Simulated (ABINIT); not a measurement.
# CO2 (P4_2/mnm): G0W0 with ABINIT, start to end, part 3 of 3

Wanted: ground state, empty states, screening and self-energy for CO2 (P4_2/mnm).

ABINIT 10.8.3; LDA and many-body steps on it, plane waves. Known limits of the many-body steps: not at the basis limit; coarse k mesh.

So far. Step 3 (Bands along the symmetry lines): The gap is 6.325 eV, as in the run before at this level. Step 4 (Empty states on the mesh, 2×2×2 mesh, 77 bands): On this mesh the gap is 6.325 eV.

## Step 5: Screening, 2×2×2 mesh, 71 bands, screening to 106.1 eV

The RPA dielectric matrix is built and inverted for each q.

This step: RPA screening on LDA, plane waves, norm-conserving pseudopotentials.

File run.abi:

```
acell 3*1.0 Angstrom
rprim 
  4.227212790000 0.000000000000 0.000000000000
  0.000000000000 4.227212790000 0.000000000000
  0.000000000000 0.000000000000 4.687771590000
ntypat 2
znucl 6 8
natom 6
typat 1 1 2 2 2 2
xred 
  0.500000000000 0.500000000000 0.500000000000
  0.000000000000 0.000000000000 0.000000000000
  0.304826860000 0.695173140000 0.500000000000
  0.695173140000 0.304826860000 0.500000000000
  0.195173140000 0.195173140000 0.000000000000
  0.804826860000 0.804826860000 0.000000000000
pp_dirpath "pseudos"
pseudos "C.upf, O.upf"
ecut 37
ngkpt 2 2 2
nshiftk 1
shiftk 0 0 0
kptopt 1
chksymbreak 0
istwfk *1
occopt 1
irdwfk 1
optdriver 3
nband 71
ecuteps 3.9
inclvkb 2
awtr 1
symchi 1
indata_prefix "in"
outdata_prefix "out"
tmpdata_prefix "tmp"
```

Started as:

```sh
$ OMP_NUM_THREADS=1 mpirun -n 8 abinit run.abi > log
```

Numbers of over 12 decimals in the logs are rounded to 6 here.

Output:

```text
.Version 10.8.3 of ABINIT. v10.8.2 released Aug 2026.

 Symmetries : space group P4_2/m n m (#136); Bravais tP (primitive tetrag.)
[... echo of the input left out ...]
== DATASET  1 ==================================================================
-   mpi_nproc: 8, omp_nthreads: 1 (-1 if OMP is not activated)

--- !DatasetInfo
iteration_state: {dtset: 1, }
dimensions: {natom: 6, nkpt: 6, mband: 71, nsppol: 1, nspinor: 1, nspden: 1, mpw: 6088, }
cutoff_energies: {ecut:  37.0, pawecutdg:  -1.0, }
electrons: {nelect:   3.20000000E+01, charge:   0.00000000E+00, occopt:   1.00000000E+00, tsmear:   1.00000000E-02, }

 SCREENING: Calculation of the susceptibility and dielectric matrices

 Based on a program developped by R.W. Godby, V. Olevano, G. Onida, and L. Reining.
 Incorporated in ABINIT by V. Olevano, G.-M. Rignanese, and M. Torrent.
.Using double precision arithmetic ; gwpc =  8

[... cell and pseudopotentials left out ...]
--------------------------------------------------------------------------------

 ==== K-mesh for the wavefunctions ====
 Number of points in the irreducible wedge :     6
[... list of points left out ...]
 Together with 16 symmetry operations and time-reversal symmetry
 yields     8 points in the full Brillouin Zone.

 ==== Q-mesh for the screening function ====
 Number of points in the irreducible wedge :     6
[... list of points left out ...]
 Together with 16 symmetry operations and time-reversal symmetry
 yields     8 points in the full Brillouin Zone.

 setmesh: FFT mesh size selected  =    30x   30x   36
          total number of points  =        32400

 vcoul_init : cutoff-mode = AUXILIARY_FUNCTION
 q-points for optical limit:   1
     1)      0.000010    0.000020    0.000030

- screening: taking advantage of time-reversal symmetry
- Maximum band index for partially occupied states nbvw = 16
- Remaining bands to be divided among processors   nbcw = 55
- Number of bands treated by each node ~6

 Number of electrons calculated from density =   32.0000; Expected =   32.0000
 average of density, n =  0.056608
 r_s =    1.6156
 omega_plasma =   22.9506 [eV]

 calculating chi0 at frequencies [eV] :
  1    0.000000E+00    0.000000E+00
  2    0.000000E+00    2.295065E+01

--------------------------------------------------------------------------------
  q-point number  1        q = ( 0.000000, 0.000000, 0.000000) [r.l.u.]
--------------------------------------------------------------------------------
[... chi0 elements left out ...]
 For q-point:  0.000010 0.000020 0.000030
  dielectric constant =   1.8761
  dielectric constant without local fields =   2.2715

  Average fulfillment of the sum rule on Im[epsilon] for q-point    1 :     43.82  [%]
[... wings left out ...]
  q-point number  2        q = ( 0.500000, 0.000000, 0.000000) [r.l.u.]
--------------------------------------------------------------------------------
[... chi0 elements left out ...]
  Average fulfillment of the sum rule on Im[epsilon] for q-point    2 :     53.26  [%]

 [... 4 further q-points ...]
```

Run time: 6.1 s. Hardware: 8 MPI ranks of Arm Neoverse V2, shared host; peak memory 1.4 GiB.

Numbers from this step:

- ε∞ with local fields, on this mesh, along the program's q direction: 1.876
- the same without local fields: 2.272
- plasma frequency: 22.95 eV
- plane waves in the screening matrix: 211

Local fields lower ε∞ by 17 %. On a Γ-centred mesh this coarse the value itself is usually too large, while a short band sum pulls it down.

## Step 6: Self-energy, 2×2×2 mesh, 71 bands, screening to 106.1 eV

The self-energy is evaluated for the states that the input lists, and the levels follow from it, in one-shot runs by the linearised quasiparticle equation.

This step: G0W0 on LDA, plane waves, norm-conserving pseudopotentials.

Changes to run.abi since step 5:

```diff
@@ -27,8 +27,17 @@
 irdwfk 1
-optdriver 3
+optdriver 4
 nband 71
+gwcalctyp 0
+ecutsigx 37
+symsigma 1
+nkptgw 2
+kptgw 
+  0.5000000000 0.5000000000 0.5000000000
+  0.0000000000 0.0000000000 0.0000000000
+bdgw 
+  15 18
+  15 18
 ecuteps 3.9
-inclvkb 2
-awtr 1
-symchi 1
+irdscr 1
+ppmodel 1
 indata_prefix "in"
```

Output:

```text
.Version 10.8.3 of ABINIT. v10.8.2 released Aug 2026.

 Symmetries : space group P4_2/m n m (#136); Bravais tP (primitive tetrag.)
[... echo of the input left out ...]
== DATASET  1 ==================================================================
-   mpi_nproc: 8, omp_nthreads: 1 (-1 if OMP is not activated)

--- !DatasetInfo
iteration_state: {dtset: 1, }
dimensions: {natom: 6, nkpt: 6, mband: 71, nsppol: 1, nspinor: 1, nspden: 1, mpw: 6088, }
cutoff_energies: {ecut:  37.0, pawecutdg:  -1.0, }
electrons: {nelect:   3.20000000E+01, charge:   0.00000000E+00, occopt:   1.00000000E+00, tsmear:   1.00000000E-02, }

 SIGMA: Calculation of the GW corrections

 Based on a program developped by R.W. Godby, V. Olevano, G. Onida, and L. Reining.
 Incorporated in ABINIT by V. Olevano, G.-M. Rignanese, and M. Torrent.
.Using double precision arithmetic ; gwpc =  8

[... cell and pseudopotentials left out ...]
--------------------------------------------------------------------------------

 ==== K-mesh for the wavefunctions ====
 Number of points in the irreducible wedge :     6
[... list of points left out ...]
 Together with 16 symmetry operations and time-reversal symmetry
 yields     8 points in the full Brillouin Zone.

 ==== Q-mesh for screening function ====
 Number of points in the irreducible wedge :     6
[... list of points left out ...]
 Together with 16 symmetry operations and time-reversal symmetry
 yields     8 points in the full Brillouin Zone.

 vcoul_init : cutoff-mode = AUXILIARY_FUNCTION
 q-points for optical limit:   1
     1)      0.000010    0.000020    0.000030
 setmesh: FFT mesh size selected  =    48x   48x   54
          total number of points  =       124416

 Number of electrons calculated from density =   32.0000; Expected =   32.0000
 average of density, n =  0.056608
 r_s =    1.6156
 omega_plasma =   22.9506 [eV]

 === KS Band Gaps ===
  >>>> For spin  1
   Minimum direct gap =   6.8109 [eV], located at k-point      :   0.0000  0.0000  0.0000
   Fundamental gap    =   6.3247 [eV], Top of valence bands at :   0.5000  0.5000  0.5000
                                       Bottom of conduction at :   0.0000  0.0000  0.0000
 SIGMA fundamental parameters:
 PLASMON POLE MODEL  1
 number of plane-waves for SigmaX                 6085
 number of plane-waves for SigmaC and W            211
 number of plane-waves for wavefunctions          6085
 number of bands                                    71
 number of independent spin polarizations            1
 number of spinorial components                      1
 number of k-points in IBZ                           6
 number of q-points in IBZ                           6
 number of symmetry operations                      16
 number of k-points in BZ                            8
 number of q-points in BZ                            8
 number of frequencies for dSigma/dE                 9
 frequency step for dSigma/dE [eV]                0.25
 number of omega for Sigma on real axis              0
 max omega for Sigma on real axis  [eV]           0.00
 zcut for avoiding poles [eV]                     0.10

 EPSILON^-1 parameters (SCR file):
 dimension of the eps^-1 matrix on file            211
 dimension of the eps^-1 matrix used               211
 number of plane-waves for wavefunctions          6085
 number of bands                                    71
 number of q-points in IBZ                           6
 number of frequencies                               2
 number of real frequencies                          1
 number of imag frequencies                          1

 matrix elements of self-energy operator (all in [eV])

 Perturbative Calculation

--- !SelfEnergy_ee
iteration_state: {dtset: 1, }
kpoint     : [   0.500,    0.500,    0.500, ]
spin       : 1
KS_gap     :    7.549
QP_gap     :   12.681
Delta_QP_KS:    5.132
data: !SigmaeeData |
     Band     E0 <VxcDFT>   SigX SigC(E0)      Z dSigC/dE  Sig(E)    E-E0       E
       15  -3.443 -19.940 -25.029   3.201   0.828  -0.207 -21.504  -1.564  -5.006
       16  -3.443 -19.940 -25.029   3.201   0.828  -0.207 -21.504  -1.564  -5.006
       17   4.107 -15.387  -9.238  -1.992   0.858  -0.165 -11.819   3.569   7.675
       18   4.107 -15.387  -9.238  -1.992   0.858  -0.165 -11.819   3.569   7.675

--- !SelfEnergy_ee
iteration_state: {dtset: 1, }
kpoint     : [   0.000,    0.000,    0.000, ]
spin       : 1
KS_gap     :    6.811
QP_gap     :   10.693
Delta_QP_KS:    3.882
data: !SigmaeeData |
     Band     E0 <VxcDFT>   SigX SigC(E0)      Z dSigC/dE  Sig(E)    E-E0       E
       15  -3.929 -19.297 -24.471   3.205   0.830  -0.205 -20.931  -1.633  -5.562
       16  -3.929 -19.297 -24.471   3.205   0.830  -0.205 -20.931  -1.633  -5.562
       17   2.882 -10.698  -5.594  -2.568   0.887  -0.127  -8.449   2.249   5.131
       18   3.900 -16.175 -10.078  -1.746   0.854  -0.171 -12.460   3.714   7.615

== END DATASET(S) ==============================================================
================================================================================

 -outvars: echo values of variables after computation  --------
           etotal      0.0000000000E+00
            nband          71
             nkpt           6
          spgroup         136
 [... the other variables as echoed above ...]

 Calculation completed.
```

Wall time 2.8 s (8 MPI ranks); peak memory 0.16 GiB.

This step gave:

```
G0W0 gap on the points computed              : 10.14 eV
starting gap on the mesh                     : 6.325 eV
k of the valence top                         : 0.5, 0.5, 0.5
k of the conduction bottom                   : 0, 0, 0
Z at the valence top                         : 0.828
Z at the conduction bottom                   : 0.887
least direct G0W0 gap on the computed points : 10.69 eV
```

The gap on the mesh goes from 6.32 eV to 10.14 eV, a correction of +3.81 eV.

Limits: finite bands, cutoff and mesh; coarse k mesh. v1 is the top filled band, c1 the lowest empty one. The levels before and after the correction (eV, zero at the valence-band top of each column):

```csv
,conduction bottom,valence top
Kohn-Sham,6.32,0.00
G0W0,10.14,0.00
```

```csv
,level,energy (eV)
Kohn-Sham,(0.5 0.5 0.5) v2-v1,0.000
Kohn-Sham,(0.5 0.5 0.5) c1-c2,7.549
Kohn-Sham,Γ v2-v1,-0.486
Kohn-Sham,Γ c1,6.325
Kohn-Sham,Γ c2,7.343
G0W0,(0.5 0.5 0.5) v2-v1,0.000
G0W0,(0.5 0.5 0.5) c1-c2,12.681
G0W0,Γ v2-v1,-0.556
G0W0,Γ c1,10.137
G0W0,Γ c2,12.621
```

## Step 7: Where the time went

Times are wall times on 8 MPI ranks of Arm Neoverse V2, shared host, good to a factor of about two.

```csv
step,time,share,memory (GiB)
ground state,20 s,32 %,0.67
bands along the symmetry lines,21 s,34 %,0.67
empty states on the mesh,12 s,20 %,0.56
screening,6.1 s,10 %,1.4
self-energy,2.8 s,4 %,0.16
```

## Step 8: What came out

```
LDA gap              : 6.32 eV, indirect
G0W0 gap on the mesh : 10.14 eV
GW settings          : 2×2×2 mesh, 71 bands, screening to 106.1 eV, Godby-Needs plasmon pole
known limits         : not at the basis limit; coarse k mesh
```

What this shows: G0W0 moves the gap on the mesh from 6.32 eV to 10.14 eV (+3.81 eV), with Z of 0.83 and 0.89 at the edges. Local fields lower the RPA ε∞ on this mesh from 2.27 to 1.88; a Γ-centred mesh this coarse tends to raise both, most where the direct gap is narrow, while a short band sum lowers them. Only 2 of the mesh's irreducible points were corrected, so a valley elsewhere could overtake. Bands and cutoff are finite, so the gap is not at the basis limit. The miss can reach some tenths of an eV and take either sign; the mesh is an error of its own. In the G0W0 run levels were corrected at 2 k points alone, so a gap called «on the mesh» is the least over those, and an edge elsewhere would be missed. The 2×2×2 mesh is coarse for this cell, which bears on the long-range parts of exchange and screening.

[Paths, hosts, dates, memory and timing lines, banners, echoed tables and standing remarks are left out of the program output.]

[Logs are printed without paths, hosts, clocks, repeated set-up lines and the standing remarks that a program may print on its own settings, such as how far it seeks lower states.]

[Runs of the session that timed out or met a known fault of the program may be left out.]

[Hosts, paths, dates, database ids (printed as entryN), source tags and the programs' standing remarks are cut or masked in the printed files.]

[G0W0 gaps are taken among the corrected bands and points alone; a level outside them can change the order at an edge.]

[Where Ansatz stands beside ABINIT at settings called matched, ABINIT's density can come from a denser mesh and the files from another edition; pairs whose starting gaps differed by over 0.03 eV were left out, so agreement reads better than it is.]
